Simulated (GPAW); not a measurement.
**BP: optical spectrum from first principles**

Aim: the dielectric function of BP, and the optical constants that follow from it.

Main program and level: GPAW 26.7.0; DFT, PBE, plane-wave PAW (GPAW data sets), scalar-relativistic, RPA, optical limit.

Report form: the programs' logs are mostly left out.

## Step 1: Set-up

It takes space group F-43m (No. 216, cubic). The conventional cell has a = 4.538 Å, b = 4.538 Å, c = 4.538 Å, α = 90.00°, β = 90.00°, γ = 90.00°. Nearest to P lie 4 B at 1.97 Å. B has 4 P at 1.97 Å nearest. Farther neighbours are not listed.

## Step 2: Ground state

The self-consistent density comes first; it also tells whether there is a gap, which decides the occupations and the need for a Drude term.

This step: DFT, PBE, plane-wave PAW (GPAW data sets), scalar-relativistic, ground state (GPAW 26.7.0).

File gs.py:

```python
from ase import Atoms
from ase.dft.bandgap import bandgap
from gpaw import GPAW, PW, FermiDirac

atoms = Atoms(['P', 'B'],
              cell=[[0.00000000, 2.26900000, 2.26900000],
                    [2.26900000, 0.00000000, 2.26900000],
                    [2.26900000, 2.26900000, 0.00000000]],
              scaled_positions=[[0.75000000, 0.75000000, 0.75000000],
                                [0.00000000, 0.00000000, 0.00000000]],
              pbc=[True, True, True])
atoms.calc = GPAW(mode=PW(450), xc='PBE', kpts={'size': (8, 8, 8), 'gamma': True},
                  occupations=FermiDirac(0.05), maxiter=150, txt='gs.txt')
print('energy (eV)', atoms.get_potential_energy())
print('Fermi level (eV)', atoms.calc.get_fermi_level())
print('valence electrons', atoms.calc.get_number_of_electrons())
print('gap (eV)', bandgap(atoms.calc, output=None)[0])
print('direct gap (eV)', bandgap(atoms.calc, direct=True, output=None)[0])
atoms.calc.write('gs.gpw')
```

The run is started by

```sh
$ OMP_NUM_THREADS=1 python gs.py
```

Run time: 2.8 s. Hardware: 1 thread of Arm Neoverse V2, shared host; peak memory 0.12 GiB.

Numbers from this step:

| Property | Result |
| --- | --- |
| energy | -12.88 eV |
| Fermi energy | 8.829 eV |
| gap on the k-mesh | 1.276 eV |
| direct gap on the mesh | 3.405 eV |
| electrons | 8 |

There is a gap, 1.28 eV on this mesh (points off the mesh can give less), so no carriers' term is needed.

## Step 3: Bands for the response

The response needs many more empty bands than the density does.

This step: DFT, PBE, plane-wave PAW (GPAW data sets), scalar-relativistic, bands at fixed density (GPAW 26.7.0).

File nscf.py:

```python
from ase.dft.bandgap import bandgap
from gpaw import GPAW, FermiDirac

calc = GPAW('gs.gpw').fixed_density(kpts={'size': (16, 16, 16), 'gamma': True}, nbands=25, convergence={'bands': 19},
                                    occupations=FermiDirac(0.001), txt='nscf.txt')
print('gap (eV)', bandgap(calc, output=None)[0])
print('direct gap (eV)', bandgap(calc, direct=True, output=None)[0])
print('top band over the Fermi level (eV)', min(calc.get_eigenvalues(kpt=k)[18] for k in range(len(calc.get_ibz_k_points()))) - calc.get_fermi_level())
calc.write('full.gpw', mode='all')
```

The run is started by

```sh
$ OMP_NUM_THREADS=1 python nscf.py
```

Wall time 20 s (1 thread); peak memory 0.17 GiB.

Numbers from this step:

* gap on the k-mesh: 1.253 eV

## Step 4: Dielectric function, RPA

Local fields let the induced charge screen the field inside the cell, which as a rule lowers ε, most along directions where the density is uneven.

This step: DFT, PBE, plane-wave PAW (GPAW data sets), scalar-relativistic, RPA, optical limit (GPAW 26.7.0).

File df.py:

```python
from gpaw.response.df import DielectricFunction

df = DielectricFunction('full.gpw', frequencies={'type': 'nonlinear', 'domega0': 0.03, 'omega2': 8},
                        ecut=30,
                        eta=0.1,
                        nbands=19,
                        txt='df.txt')
for direction in ['x']:
    df.get_dielectric_function(xc='RPA', direction=direction, filename=f'df_{direction}.csv')
```

The run is started by

```sh
$ OMP_NUM_THREADS=1 python df.py
```

It took 3.4 s on 1 thread; peak memory 0.2 GiB.

Numbers from this step:

```
electronic dielectric constant ε∞, mean over x, y and z (by symmetry where fewer were run) : 8.935
main peak of Im epsilon, first axis                                                        : 5.802 eV
```

Some rows of df_x.csv (energy; Re and Im without local fields; Re and Im with them):

```text
0.000000, 9.420881, -0.000000, 8.935533, -0.000000
0.555532, 9.497759, 0.028034, 9.006669, 0.025938
1.143969, 9.759443, 0.062312, 9.248717, 0.057620
1.768324, 10.292542, 0.112255, 9.741407, 0.103690
2.431988, 11.307396, 0.205943, 10.677980, 0.189889
3.138794, 13.574426, 0.546691, 12.765280, 0.502818
3.893091, 15.807373, 3.667157, 14.797853, 3.374135
4.699832, 18.817294, 9.043021, 17.613405, 8.253796
5.564682, 21.745317, 27.472233, 20.459879, 24.302859
6.494155, -15.470209, 21.030401, -13.521017, 21.330039
7.495775, -4.168687, 7.425351, -3.780202, 7.051145
8.578281, -6.447784, 6.233232, -5.879091, 6.311922
9.751884, -3.290601, 3.205102, -2.966783, 3.067867
11.028587, -2.970241, 2.416355, -2.718168, 2.458562
12.422601, -2.040159, 1.555344, -1.827588, 1.610492
13.950874, -1.410869, 1.072414, -1.237769, 1.095765
15.633783, -1.015089, 0.664307, -0.877742, 0.701594
17.496047, -0.577151, 0.425015, -0.495158, 0.458748
19.567954, -0.262356, 0.274550, -0.176532, 0.345190
21.887015, 0.015192, 0.206552, 0.072254, 0.304974
24.500258, 0.227896, 0.071016, 0.161111, 0.094370
```

The Im ε, E ∥ x has structure finer than the step of the table below, so its rows give means over 1 eV, whole bins alone (the curve runs from 0 to 25.0 eV). Peaks (eV: height): 5.8: 32.1, 6.3: 31.5.

Values under the direct gap are tails of Lorentzian lines. The Im ε, E ∥ x by photon energy; means over each step:

photon energy (eV), Im ε, E ∥ x and a bar:
```
        1        0.1 
        2        0.1 
        3        0.6 #
        4        4.6 #####
        5       11.4 #############
        6       26.8 ##############################
        7       11.2 ############
        8        8.2 #########
        9        4.4 #####
       10        3.2 ####
       11        2.5 ###
       12        1.7 ##
       13        1.5 ##
       14        1.0 #
       15        0.9 #
       16        0.7 #
       17        0.5 #
       18        0.4 
       19        0.4 
       20        0.4 
       21        0.3 
       22        0.3 
       23        0.3 
       24        0.1
```

The Re ε, E ∥ x by photon energy:

| photon energy (eV) | Re ε, E ∥ x |
| --- | --- |
| 0.0 | 8.94 |
| 0.5 | 8.99 |
| 1.0 | 9.17 |
| 1.5 | 9.49 |
| 2.0 | 10.0 |
| 2.5 | 10.8 |
| 3.0 | 12.2 |
| 3.5 | 14.9 |
| 4.0 | 15.4 |
| 4.5 | 15.6 |
| 5.0 | 17.2 |
| 5.5 | 20.8 |
| 6.0 | 0.647 |
| 6.5 | -13.5 |
| 7.0 | -8.12 |
| 7.5 | -3.75 |
| 8.0 | -3.78 |
| 8.5 | -5.76 |
| 9.0 | -5.34 |
| 9.5 | -3.68 |
| 10.0 | -2.78 |
| 10.5 | -2.92 |
| 11.0 | -2.75 |
| 11.5 | -2.61 |
| 12.0 | -1.94 |
| 12.5 | -1.79 |
| 13.0 | -2.00 |
| 13.5 | -1.58 |
| 14.0 | -1.25 |
| 14.5 | -1.19 |
| 15.0 | -1.10 |
| 15.5 | -0.921 |
| 16.0 | -0.813 |
| 16.5 | -0.720 |
| 17.0 | -0.629 |
| 17.5 | -0.494 |
| 18.0 | -0.436 |
| 18.5 | -0.302 |
| 19.0 | -0.240 |
| 19.5 | -0.175 |
| 20.0 | -0.0682 |
| 20.5 | -0.0699 |
| 21.0 | -0.0979 |
| 21.5 | -0.0122 |
| 22.0 | 0.0607 |
| 22.5 | 0.0698 |
| 23.0 | 0.00798 |
| 23.5 | 0.0417 |
| 24.0 | 0.0777 |
| 24.5 | 0.161 |

The Im ε, E ∥ x has structure finer than the step of the table below, so its rows give means over 0.5 eV, whole bins alone (the curve runs from 0 to 25.0 eV). Peaks (eV: height): without local fields 5.82: 35.0, 6.33: 33.7; with local fields 5.82: 32.1, 6.33: 31.5.

Values under the direct gap are tails of Lorentzian lines. Im ε, E ∥ x against photon energy; means over each step:

| photon energy (eV) | without local fields | with local fields |
| --- | --- | --- |
| 0.5 | 0.0252 | 0.0234 |
| 1.0 | 0.0535 | 0.0494 |
| 1.5 | 0.0888 | 0.0821 |
| 2.0 | 0.139 | 0.128 |
| 2.5 | 0.225 | 0.207 |
| 3.0 | 0.448 | 0.412 |
| 3.5 | 2.39 | 2.19 |
| 4.0 | 4.76 | 4.35 |
| 4.5 | 7.57 | 6.92 |
| 5.0 | 11.6 | 10.6 |
| 5.5 | 24.6 | 22.1 |
| 6.0 | 28.6 | 26.0 |
| 6.5 | 22.6 | 21.9 |
| 7.0 | 11.1 | 10.9 |
| 7.5 | 7.86 | 7.54 |
| 8.0 | 9.16 | 8.81 |
| 8.5 | 6.60 | 6.67 |
| 9.0 | 4.24 | 4.26 |
| 9.5 | 3.14 | 3.09 |
| 10.0 | 3.40 | 3.29 |
| 10.5 | 3.07 | 3.16 |
| 11.0 | 2.39 | 2.46 |
| 11.5 | 1.64 | 1.71 |
| 12.0 | 1.76 | 1.77 |
| 12.5 | 1.59 | 1.62 |
| 13.0 | 1.48 | 1.59 |
| 13.5 | 0.933 | 0.993 |
| 14.0 | 1.03 | 1.07 |
| 14.5 | 0.887 | 0.964 |
| 15.0 | 0.827 | 0.897 |
| 15.5 | 0.663 | 0.706 |
| 16.0 | 0.588 | 0.674 |
| 16.5 | 0.516 | 0.597 |
| 17.0 | 0.485 | 0.540 |
| 17.5 | 0.428 | 0.467 |
| 18.0 | 0.371 | 0.435 |
| 18.5 | 0.342 | 0.394 |
| 19.0 | 0.322 | 0.374 |
| 19.5 | 0.292 | 0.350 |
| 20.0 | 0.298 | 0.364 |
| 20.5 | 0.260 | 0.396 |
| 21.0 | 0.213 | 0.354 |
| 21.5 | 0.162 | 0.264 |
| 22.0 | 0.192 | 0.303 |
| 22.5 | 0.167 | 0.326 |
| 23.0 | 0.133 | 0.309 |
| 23.5 | 0.121 | 0.214 |
| 24.0 | 0.0846 | 0.140 |
| 24.5 | 0.0721 | 0.0986 |

The reflectivity at normal incidence, E ∥ x has structure finer than the step of the table below, so its rows give means over 1 eV, whole bins alone (the curve runs from 0 to 25.0 eV). Peaks (eV: height): 5.9: 59.2, 6.5: 68.8, 9.2: 64.4, 11.5: 63.4, 13.4: 61.2, 15.2: 55.4, 21.3: 32.4.

Table of reflectivity at normal incidence, E ∥ x by photon energy; means over each step:

photon energy (eV), reflectivity at normal incidence, E ∥ x (%) and a bar from the least value:
```
        1       25.4 ###
        2       27.1 ####
        3       31.1 #######
        4       36.5 ###########
        5       43.2 ################
        6       57.4 ##########################
        7       62.3 ##############################
        8       53.3 #######################
        9       62.3 ##############################
       10       52.7 #######################
       11       57.1 ##########################
       12       53.4 #######################
       13       54.0 ########################
       14       51.8 ######################
       15       51.3 ######################
       16       49.7 #####################
       17       48.5 ####################
       18       45.0 #################
       19       38.4 #############
       20       29.2 ######
       21       29.3 ######
       22       21.2 
       23       23.5 ##
       24       24.0 ##
```

The loss function −Im 1/ε at q → 0, E ∥ x has structure finer than the step of the table below, so its rows give means over 0.5 eV, whole bins alone (the curve runs from 0 to 25.0 eV). Peaks (eV: height): 21.48: 4.03, 23.89: 5.69.

Values under the direct gap are tails of Lorentzian lines. Table of loss function −Im 1/ε at q → 0, E ∥ x by energy loss; means over each step:

| energy loss (eV) | loss function −Im 1/ε at q → 0, E ∥ x |
| --- | --- |
| 0.5 | 2.9e-4 |
| 1.0 | 5.9e-4 |
| 1.5 | 9.1e-4 |
| 2.0 | 0.00127 |
| 2.5 | 0.00175 |
| 3.0 | 0.00269 |
| 3.5 | 0.00964 |
| 4.0 | 0.0169 |
| 4.5 | 0.0225 |
| 5.0 | 0.0241 |
| 5.5 | 0.0249 |
| 6.0 | 0.0382 |
| 6.5 | 0.0381 |
| 7.0 | 0.0605 |
| 7.5 | 0.0986 |
| 8.0 | 0.0935 |
| 8.5 | 0.0843 |
| 9.0 | 0.0935 |
| 9.5 | 0.136 |
| 10.0 | 0.175 |
| 10.5 | 0.167 |
| 11.0 | 0.168 |
| 11.5 | 0.182 |
| 12.0 | 0.254 |
| 12.5 | 0.288 |
| 13.0 | 0.248 |
| 13.5 | 0.286 |
| 14.0 | 0.388 |
| 14.5 | 0.413 |
| 15.0 | 0.444 |
| 15.5 | 0.512 |
| 16.0 | 0.605 |
| 16.5 | 0.689 |
| 17.0 | 0.798 |
| 17.5 | 0.995 |
| 18.0 | 1.18 |
| 18.5 | 1.55 |
| 19.0 | 1.88 |
| 19.5 | 2.34 |
| 20.0 | 2.63 |
| 20.5 | 2.45 |
| 21.0 | 2.68 |
| 21.5 | 3.70 |
| 22.0 | 3.15 |
| 22.5 | 2.93 |
| 23.0 | 3.26 |
| 23.5 | 4.56 |
| 24.0 | 5.16 |
| 24.5 | 2.88 |

Optical constants at common wavelengths, from n + ik = √ε:

| wavelength (nm) | n | k | R (%) | 1/α |
| --- | --- | --- | --- | --- |
| 1550 | 3.01 | 0.006 | 25.2 | 19 µm |
| 800 | 3.09 | 0.014 | 26.1 | 4.6 µm |
| 532 | 3.24 | 0.027 | 27.9 | 1.6 µm |
| 450 | 3.38 | 0.040 | 29.5 | 894 nm |
| 365 | 3.77 | 0.166 | 33.8 | 175 nm |
| 308 | 3.96 | 0.534 | 36.3 | 46 nm |
| 248 | 4.30 | 1.161 | 41.6 | 17 nm |

Below the direct gap, k and the depth come from the tails of the Lorentzian lines, not from transitions.

Rows near the edge hang on the gap, which this functional as a rule makes too small, and phonon-assisted absorption is left out.

## Step 5: Summary of results

```yaml
electronic_dielectric_constant_eps_infinity_mean_over_x_y_and_z_by_symmetry_where_fewer_were_run_rpa: 8.94
main_peak_of_im_epsilon_first_axis: 5.80 eV
```

What this shows: At this level (PBE, RPA) BP has ε∞ = 8.94 and n = 3.01 at 1550 nm, and Im ε peaks at 5.8 eV. On the mesh the gap is 1.25 eV and the least direct gap 3.41 eV, so on this mesh the band edges lie at different points. Local fields change the static value along x from 9.42 to 8.94 (-5 %). Distinct maxima of Im ε, read by a parabola through the highest points, lie at 5.80 eV (32), 6.33 eV (31) and 8.13 eV (9.4). Excitons and phonon-assisted transitions are missing; PBE gaps are as a rule too small, which pulls the onset down and ε∞ up. The sum runs over mesh points, so small or evenly spaced maxima can still be ripples of the mesh. Besides steps told in other documents, this task had 1 run with a known fault of program or setting; those not told in a step above aren't shown.

[Machine, clock and banner lines and Python warnings are left out of the logs.]

[Logs are printed without paths, hosts, clocks, repeated set-up lines and the standing remarks that a program may print on its own settings, such as how far it seeks lower states.]

[Hosts, paths, dates, database ids (printed as entryN), source tags and the programs' standing remarks are cut or masked in the printed files.]
